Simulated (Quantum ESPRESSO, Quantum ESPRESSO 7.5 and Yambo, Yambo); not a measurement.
## KF (Carobbiite): G0W0 with Yambo, start to end

Wanted: ground state, empty states, screening and self-energy for KF (Carobbiite).

Calculated with Quantum ESPRESSO 7.5 and Yambo 5.3.0; PBE and many-body steps on it, plane waves.

Most raw output is cut from this account.

## Step 1: The starting structure

The structure is cubic, space group Fm-3m (No. 225). Conventional cell: a = 5.344 Å, b = 5.344 Å, c = 5.344 Å, α = 90.00°, β = 90.00°, γ = 90.00°. Nearest to K lie 6 F at 2.67 Å. F has 6 K at 2.67 Å nearest. Farther neighbours and most contacts between anions are not listed.

The cell and positions come from the Crystallography Open Database and are kept as given unless a step says otherwise.

## Step 2: Ground state

This step: Quantum ESPRESSO 7.5; DFT, PBE, plane waves, norm-conserving pseudopotentials.

The ground-state density comes first.

File pw.in:

```
&control
  calculation = 'scf'
  prefix = 'x'
  outdir = 'o'
  pseudo_dir = 'pseudo'
/
&system
  ibrav = 0
  nat = 2
  ntyp = 2
  ecutwfc = 72.0
  nbnd = 13
  force_symmorphic = .true.
/
&electrons
  conv_thr = 1e-10
  electron_maxstep = 80
  mixing_beta = 0.5
/
ATOMIC_SPECIES
  K 39.098 K.upf
  F 18.998 F.upf
CELL_PARAMETERS angstrom
  -0.0000000000 2.6718500000 2.6718500000
  2.6718500000 -0.0000000000 2.6718500000
  2.6718500000 2.6718500000 0.0000000000
ATOMIC_POSITIONS crystal
  K 0.0000000000 0.0000000000 0.0000000000
  F 0.5000000000 0.5000000000 0.5000000000
K_POINTS automatic
  6 6 6 0 0 0
```

The run is started by

```
$ OMP_NUM_THREADS=1 mpirun -n 4 pw.x -nk 4 -in pw.in > pw.out
```

Elapsed: 3 s, on 4 MPI ranks of Arm Neoverse V2, shared host; peak memory 0.23 GiB.

Numbers from this step:

```
total energy               : -1491.8402 eV
gap                        : 6.199 eV
k of the valence top       : 0, 0, 0
k of the conduction bottom : 0, 0, 0
least direct gap           : 6.199 eV
```

The gap is direct, at Γ.

## Step 3: Bands along the symmetry lines

The cheap functional maps the bands first; the places of the edges decide which points the dearer methods must see.

File pw.in:

```
&control
  calculation = 'bands'
  prefix = 'x'
  outdir = 'o'
  pseudo_dir = 'pseudo'
/
&system
  ibrav = 0
  nat = 2
  ntyp = 2
  ecutwfc = 72.0
  nbnd = 14
  force_symmorphic = .true.
/
&electrons
  conv_thr = 1e-9
  electron_maxstep = 80
  diago_full_acc = .true.
  diago_thr_init = 5e-6
/
ATOMIC_SPECIES
  K 39.098 K.upf
  F 18.998 F.upf
CELL_PARAMETERS angstrom
  -0.0000000000 2.6718500000 2.6718500000
  2.6718500000 -0.0000000000 2.6718500000
  2.6718500000 2.6718500000 0.0000000000
ATOMIC_POSITIONS crystal
  K 0.0000000000 0.0000000000 0.0000000000
  F 0.5000000000 0.5000000000 0.5000000000
K_POINTS crystal
  50
  0.00000000 0.00000000 0.00000000 1
  0.06250000 0.00000000 0.06250000 1
  0.12500000 0.00000000 0.12500000 1
  0.18750000 0.00000000 0.18750000 1
  0.25000000 0.00000000 0.25000000 1
  0.31250000 0.00000000 0.31250000 1
  0.37500000 0.00000000 0.37500000 1
  0.43750000 0.00000000 0.43750000 1
  0.50000000 0.00000000 0.50000000 1
  0.51562500 0.03125000 0.51562500 1
  0.53125000 0.06250000 0.53125000 1
  0.54687500 0.09375000 0.54687500 1
  0.56250000 0.12500000 0.56250000 1
  0.57812500 0.15625000 0.57812500 1
  0.59375000 0.18750000 0.59375000 1
  0.60937500 0.21875000 0.60937500 1
  0.62500000 0.25000000 0.62500000 1
  0.37500000 0.37500000 0.75000000 1
  0.32812500 0.32812500 0.65625000 1
  0.28125000 0.28125000 0.56250000 1
  0.23437500 0.23437500 0.46875000 1
  0.18750000 0.18750000 0.37500000 1
  0.14062500 0.14062500 0.28125000 1
  0.09375000 0.09375000 0.18750000 1
  0.04687500 0.04687500 0.09375000 1
  0.00000000 0.00000000 0.00000000 1
  0.06250000 0.06250000 0.06250000 1
  0.12500000 0.12500000 0.12500000 1
  0.18750000 0.18750000 0.18750000 1
  0.25000000 0.25000000 0.25000000 1
  0.31250000 0.31250000 0.31250000 1
  0.37500000 0.37500000 0.37500000 1
  0.43750000 0.43750000 0.43750000 1
  0.50000000 0.50000000 0.50000000 1
  0.50000000 0.46875000 0.53125000 1
  0.50000000 0.43750000 0.56250000 1
  0.50000000 0.40625000 0.59375000 1
  0.50000000 0.37500000 0.62500000 1
  0.50000000 0.34375000 0.65625000 1
  0.50000000 0.31250000 0.68750000 1
  0.50000000 0.28125000 0.71875000 1
  0.50000000 0.25000000 0.75000000 1
  0.50000000 0.21875000 0.71875000 1
  0.50000000 0.18750000 0.68750000 1
  0.50000000 0.15625000 0.65625000 1
  0.50000000 0.12500000 0.62500000 1
  0.50000000 0.09375000 0.59375000 1
  0.50000000 0.06250000 0.56250000 1
  0.50000000 0.03125000 0.53125000 1
  0.50000000 0.00000000 0.50000000 1
```

Elapsed: 3.2 s, on 4 MPI ranks; peak memory 0.2 GiB.

This step gave:

```
gap                        : 6.199 eV
k of the valence top       : 0, 0, 0
k of the conduction bottom : 0, 0, 0
least direct gap           : 6.199 eV
```

The gap is 6.199 eV, as in the run before at this level.

The electronic bands at the labelled points (eV, zero at the top of the highest filled band; v1 is the highest filled band, c1 the lowest empty one):

| point | v4 | v3 | v2 | v1 | c1 | c2 | c3 | c4 |
| --- | --- | --- | --- | --- | --- | --- | --- | --- |
| Γ | -9.36 | 0.00 | 0.00 | 0.00 | 6.20 | 10.69 | 10.69 | 10.69 |
| halfway | -9.47 | -0.48 | -0.05 | -0.05 | 8.00 | 9.20 | 12.12 | 12.12 |
| X | -9.57 | -0.21 | -0.06 | -0.06 | 8.23 | 10.33 | 11.82 | 13.52 |
| halfway | -9.56 | -0.20 | -0.14 | -0.10 | 8.45 | 10.55 | 11.42 | 13.52 |
| U | -9.51 | -0.33 | -0.19 | -0.19 | 8.98 | 10.74 | 11.08 | 13.51 |
| jump to K | -9.51 | -0.33 | -0.19 | -0.19 | 8.98 | 10.74 | 11.08 | 13.51 |
| halfway | -9.37 | -0.54 | -0.27 | -0.08 | 8.24 | 9.85 | 11.63 | 11.72 |
| Γ | -9.36 | 0.00 | 0.00 | 0.00 | 6.20 | 10.69 | 10.69 | 10.69 |
| halfway | -9.38 | -0.43 | -0.18 | -0.18 | 7.71 | 10.11 | 11.41 | 11.41 |
| L | -9.40 | -0.78 | -0.34 | -0.34 | 9.09 | 10.63 | 12.05 | 12.05 |
| halfway | -9.44 | -0.56 | -0.28 | -0.25 | 9.42 | 10.11 | 11.67 | 12.67 |
| W | -9.45 | -0.40 | -0.16 | -0.16 | 9.75 | 9.75 | 11.21 | 13.35 |
| halfway | -9.51 | -0.23 | -0.20 | -0.09 | 8.66 | 10.73 | 11.06 | 13.50 |
| X | -9.57 | -0.21 | -0.06 | -0.06 | 8.23 | 10.33 | 11.82 | 13.52 |

## Step 4: Empty states on the mesh, 4×4×4 mesh, 64 bands

The sums over transitions need many empty states on a uniform mesh; this step solves for them.

File pw.in:

```
&control
  calculation = 'nscf'
  prefix = 'x'
  outdir = 'o'
  pseudo_dir = 'pseudo'
/
&system
  ibrav = 0
  nat = 2
  ntyp = 2
  ecutwfc = 72.0
  nbnd = 64
  force_symmorphic = .true.
/
&electrons
  conv_thr = 1e-9
  electron_maxstep = 80
  diago_full_acc = .true.
  diago_thr_init = 5e-6
/
ATOMIC_SPECIES
  K 39.098 K.upf
  F 18.998 F.upf
CELL_PARAMETERS angstrom
  -0.0000000000 2.6718500000 2.6718500000
  2.6718500000 -0.0000000000 2.6718500000
  2.6718500000 2.6718500000 0.0000000000
ATOMIC_POSITIONS crystal
  K 0.0000000000 0.0000000000 0.0000000000
  F 0.5000000000 0.5000000000 0.5000000000
K_POINTS automatic
  4 4 4 0 0 0
```

Run time: 2.8 s. Hardware: 4 MPI ranks; peak memory 0.25 GiB; 11 s of CPU time.

Numbers from this step:

```
gap                                                           : 6.199 eV
k of the valence top                                          : 0, 0, 0
k of the conduction bottom                                    : 0, 0, 0
least direct gap                                              : 6.199 eV
k points computed                                             : 8
lowest point of the top converged band, above the valence top : 66.1351 eV
```

On this mesh the gap is 6.199 eV.

## Step 5: Conversion and set-up

This step: Yambo 5.3.0; conversion and set-up on PBE, plane waves, norm-conserving pseudopotentials.

The states are converted to the many-body program's format and the q mesh is built.

The run is started by

```
$ (cd o/x.save; p2y > p2y.log; mv SAVE ../..); yambo > setup.log
```

It took 2.1 s on 1 MPI rank; peak memory 0.24 GiB.

## Step 6: Screening and self-energy, 4×4×4 mesh, 64 bands, screening to 129.3 eV

G0W0 replaces the xc potential by the self-energy, built once from these orbitals. Only a window of levels is corrected, while the sums run over the empty bands that the input names.

This step: G0W0 on PBE, plane waves, norm-conserving pseudopotentials.

File gw1.in:

```
HF_and_locXC
gw0
dyson
ppa
em1d
rim_cut
RandQpts= 1000000
RandGvec= 1 RL
EXXRLvcs= 72 Ry
VXCRLvcs= 288 Ry
Chimod= "HARTREE"
% BndsRnXp
 1 | 64 |
%
NGsBlkXp= 9.5 Ry
% LongDrXp
 1 | 1 | 1 |
%
% GbndRnge
 1 | 64 |
%
DysSolver= "n"
ExtendOut
PPAPntXp= 27.21138 eV
% QPkrange
 1 | 8 | 3 | 12 |
%
```

The run is started by

```
$ OMP_NUM_THREADS=1 mpirun -n 4 yambo -F gw1.in -J gw1 -C gw1 > gw1.log
```

Elapsed: 1.8 min, on 4 MPI ranks; peak memory 1.4 GiB.

This step gave:

| Property | Result |
| --- | --- |
| G0W0 gap on the mesh | 9.505 eV |
| starting gap on the mesh | 6.199 eV |
| k of the valence top | 0, 0, 0 |
| k of the conduction bottom | 0, 0, 0 |
| least direct G0W0 gap on the computed points | 9.505 eV |
| Z at the valence top | 0.8146 |
| Z at the conduction bottom | 0.9012 |

The gap on the mesh goes from 6.20 eV to 9.51 eV, a correction of +3.31 eV.

Limits: finite bands, cutoff and mesh; coarse k mesh. v1 is the top filled band, c1 the lowest empty one. The levels before and after the correction (eV, zero at the valence-band top of each column):

|  | conduction bottom | valence top |
| --- | --- | --- |
| Kohn-Sham | 6.20 | 0.00 |
| G0W0 | 9.51 | 0.00 |

|  | level | energy (eV) |
| --- | --- | --- |
| Kohn-Sham | Γ v4 | -9.364 |
| Kohn-Sham | Γ v3-v1 | 0.000 |
| Kohn-Sham | Γ c1 | 6.199 |
| Kohn-Sham | Γ c2-c4 | 10.694 |
| G0W0 | Γ v4 | -10.810 |
| G0W0 | Γ v3-v1 | 0.000 |
| G0W0 | Γ c1 | 9.505 |
| G0W0 | Γ c2-c4 | 15.569 |

## Step 7: Where the time went

Times are wall times on the hardware named with each run, good to a factor of about two.

| step | time | share | memory (GiB) |
| --- | --- | --- | --- |
| ground state | 3 s | 3 % | 0.23 |
| bands along the symmetry lines | 3.2 s | 3 % | 0.2 |
| empty states on the mesh | 2.8 s | 2 % | 0.25 |
| conversion and set-up | 2.1 s | 2 % | 0.24 |
| screening and self-energy | 1.8 min | 90 % | 1.4 |

## Step 8: Results

```
PBE gap              : 6.20 eV, direct
G0W0 gap on the mesh : 9.51 eV
GW settings          : 4×4×4 mesh, 64 bands, screening to 129.3 eV, Godby-Needs plasmon pole
known limits         : not at the basis limit; coarse k mesh
```

In words: G0W0 moves the gap on the mesh from 6.20 eV to 9.51 eV (+3.31 eV), with Z of 0.81 and 0.90 at the edges. The dearest step here is «screening and self-energy». Bands and cutoff are finite, so the gap is not at the basis limit. The miss can reach some tenths of an eV and take either sign; the mesh is an error of its own. The 4×4×4 mesh is coarse for this cell, which bears on the long-range parts of exchange and screening.

[Paths, hosts, dates, memory and timing lines, banners, echoed tables and standing remarks are left out of the program output.]

[Logs are printed without paths, hosts, clocks, repeated set-up lines and the standing remarks that a program may print on its own settings, such as how far it seeks lower states.]

[Runs of the session that timed out or met a known fault of the program may be left out.]

[Hosts, paths, dates, database ids (printed as entryN), source tags and the programs' standing remarks are cut or masked in the printed files.]
